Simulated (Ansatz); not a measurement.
# Co(0001) film, 1 layer, flat: channels in plane against thickness, part 2 of 2

How does quantum confinement change the conductance of Co(0001) film, 1 layer, flat and thicker films?

Ansatz 0.2.0; Ansatz plane-wave DFT, PBE, PAW files, collinear spin; ballistic transport by layer matching (Landauer), zero bias; PAW set soft_1.

So far, lead conductance per cell (G₀): step 2 (with 1 layer) 1.91.

### 5. With 4 layers, thickness 8.179 A

The film grows to 4 layers.

System of this step: Co(0001) film, 4 layers, flat. The cell holds 8 atoms: 8 Co. Cell: a = 17.134 Å, b = 2.505 Å, c = 4.339 Å, α = 90.0°, β = 90.0°, γ = 90.0°. It derives from Co. Vacuum lies along a. The structure's axis is c.

input.yaml reads:

```yaml
crystal:
  lattice:
    - [17.13395, 0.0, 0.0]
    - [0.0, 2.5054, 0.0]
    - [0.0, 0.0, 4.3394800933]
  atoms:
    - { symbol: Co, position: [0.2626364615, 0.0, 0.0], spin: 2.0 }
    - { symbol: Co, position: [0.2626364615, 0.5, 0.5], spin: 2.0 }
    - { symbol: Co, position: [0.3819697151, 0.0, 0.3333333333], spin: 2.0 }
    - { symbol: Co, position: [0.3819697151, 0.5, 0.8333333333], spin: 2.0 }
    - { symbol: Co, position: [0.5013029687, 0.0, 0.0], spin: 2.0 }
    - { symbol: Co, position: [0.5013029687, 0.5, 0.5], spin: 2.0 }
    - { symbol: Co, position: [0.6206362222, 0.0, 0.3333333333], spin: 2.0 }
    - { symbol: Co, position: [0.6206362222, 0.5, 0.8333333333], spin: 2.0 }
magnetization:
  spin_polarized: true
kpoints:
  mp_grid: { grid: [1, 16, 10] }
hamiltonian:
  xc: pbe
  pseudopotentials: { kind: paw, azcp: { folder: soft_1 } }
scf:
  occupations: { method: fermi_dirac, width: 0.1 }
output:
  transmission:
    leads: [[0, 0]]
    kmesh: [1, 36]
    e_range: [-0.27, 0.27]
    de: 0.036
```

The run is started by

```console
$ ansatz run input.yaml --threads 4 --pin off --max-ram 15360MiB --backend cpu --events-out ev --progress --plain --runs-dir out
```

Numbers of over 12 decimals in the logs are rounded to 6 here.

Output:

```text
[...]
Crystal: 8 atoms, lattice volume = 186.283 Å³
Basis set: ecut = 420 eV, 3663 PW (Γ)
Bands: 92, of which v1, the nominal top of the filled ones, is band 68 counted from 1 (67 counted from 0)
Symmetry: 8 space group operations
[...]
k-points: 54 of 160
[...]
Starting moments: Σ|m| = 16 μB on 8 of 8 sites
[...]
--- Transmission ---
  basis      : 381 plane waves across, 6 finite elements along
  points     : 19, standing for a mesh of 1 x 36
[...]
crystal 0  : Co8, at the sites [0, 0], period 4.3395 Å: whole cells are its period
[...]
filled         : 25.8 meV under the level at which it is neutral
    channels       : 2.666667e0 up, 3.000000e0 down
[...]
slowest decay  : 0.1004 /Å at (0.0000, 0.4444)
[key lines of the parts left out:]
SCF converged after 12 iterations
Magnetization: 13.5894 μB (74.7947 up, 61.2053 down)
Free energy (F): -41006.381330 eV
Fermi energy:    6.209712 eV
```

Elapsed: 14 min, on 4 threads of Intel Xeon Platinum 8375C at 2.90GHz (Ice Lake), shared host; peak memory 2 GiB; 50 min of CPU time.

This step gave:

| Quantity | Value |
| --- | --- |
| free energy | -41006.3813 eV |
| energy at zero smearing | -41006.2402 eV |
| Fermi energy | 6.210 eV |
| magnetization | 13.59 μB |
| absolute magnetization | 15.00 μB |
| site moments | 1.810, 1.810, 1.735, 1.735, 1.735, 1.735, 1.810, 1.810 μB |
| cell area | 42.93 Å² |
| estimated errors of the lead's conductance | 0, 6, 2.2 % (band edges, k-mesh, distance from neutral) |
| lead conductance per cell | 2.872 G₀ |

Per spin. The open channels, zone mean by energy, zero at the Fermi level:

```tsv
energy (eV)	lead up	lead down
-0.270	2.56	4.92
-0.234	2.56	4.44
-0.198	2.56	3.61
-0.162	2.44	3.17
-0.126	2.44	3.11
-0.090	2.67	3.06
-0.054	2.67	2.94
-0.018	2.67	3
0.018	2.67	3
0.054	2.67	3.11
0.090	2.81	4.06
0.126	2.81	4.42
0.162	2.86	4.5
0.198	2.86	4.44
0.234	2.86	4.83
0.270	2.86	4.56
```

The lead conductance per cell is 2.87 G₀, 5.2 % over the 2.73 G₀ of the last finished run, within the error estimates, leads' steps apart, of 3.1 and 6 %.

### 6. With 5 layers, thickness 10.223 A

The film grows to 5 layers.

System of this step: Co(0001) film, 5 layers, flat. The cell holds 10 atoms: 10 Co. Its edges and angles: a = 19.179 Å, b = 2.505 Å, c = 4.339 Å, α = 90.0°, β = 90.0°, γ = 90.0°. It derives from Co. Vacuum lies along a. The structure's axis is c.

input.yaml, the sections that differ from step 5:

```yaml
crystal:
  lattice:
    - [19.1786, 0.0, 0.0]
    - [0.0, 2.5054, 0.0]
    - [0.0, 0.0, 4.3394800933]
  atoms:
    - { symbol: Co, position: [0.234636522, 0.0, 0.0], spin: 2.0 }
    - { symbol: Co, position: [0.234636522, 0.5, 0.5], spin: 2.0 }
    - { symbol: Co, position: [0.3412475363, 0.0, 0.3333333333], spin: 2.0 }
    - { symbol: Co, position: [0.3412475363, 0.5, 0.8333333333], spin: 2.0 }
    - { symbol: Co, position: [0.4478585507, 0.0, 0.0], spin: 2.0 }
    - { symbol: Co, position: [0.4478585507, 0.5, 0.5], spin: 2.0 }
    - { symbol: Co, position: [0.554469565, 0.0, 0.3333333333], spin: 2.0 }
    - { symbol: Co, position: [0.554469565, 0.5, 0.8333333333], spin: 2.0 }
    - { symbol: Co, position: [0.6610805794, 0.0, 0.0], spin: 2.0 }
    - { symbol: Co, position: [0.6610805794, 0.5, 0.5], spin: 2.0 }
# magnetization, kpoints, hamiltonian, scf, output: as in step 5
```

Output:

```text
[...]
Crystal: 10 atoms, lattice volume = 208.512 Å³
Basis set: ecut = 420 eV, 4071 PW (Γ)
Bands: 114, of which v1, the nominal top of the filled ones, is band 85 counted from 1 (84 counted from 0)
Symmetry: 8 space group operations
[...]
k-points: 54 of 160 (time reversal used)
[...]
Starting moments: Σ|m| = 20 μB on 10 of 10 sites
[...]
--- Transmission ---
  basis      : 433 plane waves across, 6 finite elements along
  points     : 19, standing for a mesh of 1 x 36
[...]
crystal 0  : Co10, at the sites [0, 0], period 4.3395 Å: whole cells are its period
[...]
filled         : 3.8 meV under the level at which it is neutral
    channels       : 3.194444e0 up, 5.083333e0 down
[...]
slowest decay  : 0.0990 /Å at (0.0000, 0.4444)
[key lines of the parts left out:]
SCF converged after 14 iterations
Magnetization: 16.8416 μB (93.4208 up, 76.5792 down)
Free energy (F): -51258.712242 eV
Fermi energy:    7.484476 eV
```

Wall time 23 min (4 threads); peak memory 2.6 GiB.

Numbers from this step:

```
free energy                                : -51258.7122 eV
energy at zero smearing                    : -51258.5296 eV
Fermi energy                               : 7.484 eV
magnetization                              : 16.84 μB
absolute magnetization                     : 18.57 μB
cell area                                  : 48.05 Å²
estimated errors of the lead's conductance : 0, 6, 0.2 % (band edges, k-mesh, distance from neutral)
lead conductance per cell                  : 4.154 G₀
```

Per spin. Table of open channels, zone mean by energy, zero at the Fermi level:

```tsv
energy (eV)	lead up	lead down
-0.270	3.08	3.89
-0.234	3.08	3.75
-0.198	3.19	4.53
-0.162	3.14	4.47
-0.126	3.14	4.64
-0.090	3.19	4.86
-0.054	3.19	5.42
-0.018	3.19	5.36
0.018	3.19	5.08
0.054	3.17	4.64
0.090	3.33	4.67
0.126	3.33	4.19
0.162	3.61	4.36
0.198	3.61	4.36
0.234	3.56	4.42
0.270	3.56	4.47
```

The lead conductance per cell is 4.15 G₀, 45 % over the 2.87 G₀ of the last finished run.

### 7. The ladder

Times are for 4 threads of Intel Xeon Platinum 8375C at 2.90GHz (Ice Lake), shared host. The runs compared:

```tsv
no.	layers	lead conductance per cell (G₀)	time	memory (GiB)
1	1	1.910	1.9 min	0.84
2	2	1.594	4.6 min	1.2
3	3	2.731	7.8 min	1.6
4	4	2.872	14 min	2.0
5	5	4.154	23 min	2.6
```

The runs together, line channels_crystal_0_up. Channels_crystal_0_up against energy, zero at the Fermi level:

```tsv
energy (eV)	1	2	3	4	5
-0.270	0.75	1.28	2.03	2.56	3.08
-0.234	0.75	1.28	2.03	2.56	3.08
-0.198	0.75	1.44	1.97	2.56	3.19
-0.162	0.75	1.44	1.97	2.44	3.14
-0.126	0.75	1.44	1.92	2.44	3.14
-0.090	0.861	1.44	1.92	2.67	3.19
-0.054	0.861	1.44	1.97	2.67	3.19
-0.018	0.806	1.44	1.97	2.67	3.19
0.018	0.806	1.44	1.97	2.67	3.19
0.054	0.806	1.44	2.08	2.67	3.17
0.090	0.806	1.44	2.19	2.81	3.33
0.126	0.806	1.44	2.19	2.81	3.33
0.162	0.806	1.44	2.22	2.86	3.61
0.198	0.806	1.44	2.22	2.86	3.61
0.234	0.806	1.44	2.22	2.86	3.56
0.270	0.806	1.44	2.22	2.86	3.56
```

### 8. Outcome

```yaml
conductance_per_cell_1_layer: 1.91 G₀
conductance_per_cell_2_layers: 1.59 G₀
conductance_per_cell_3_layers: 2.73 G₀
conductance_per_cell_4_layers: 2.87 G₀
conductance_per_cell_5_layers: 4.15 G₀
```

The conductance per cell width goes from 1.91 G0 at 1 to 4.15 G0 at 5 layers. Over the film's own cross-section (layers × spacing × width) the conductance runs from 2.9 to 1.3×10¹⁵ S/m²; that nominal section leaves out the charge that spills into the vacuum, which flatters the thinnest films. The gains from one thickness to the next are -0.32, 1.1, 0.14 and 1.3 G0 per added layer; they differ by more than the error estimates allow, as expected where subbands cross the Fermi level in steps. The film repeats perfectly along the current, so nothing scatters; its faces are clean and not relaxed. One magnetic start was tried, and the two spins conduct in parallel without mixing.

[Logs are printed without paths, hosts, clocks, repeated set-up lines and the standing remarks that a program may print on its own settings, such as how far it seeks lower states.]

[Hosts, paths, dates, database ids (printed as entryN), source tags and the programs' standing remarks are cut or masked in the printed files.]
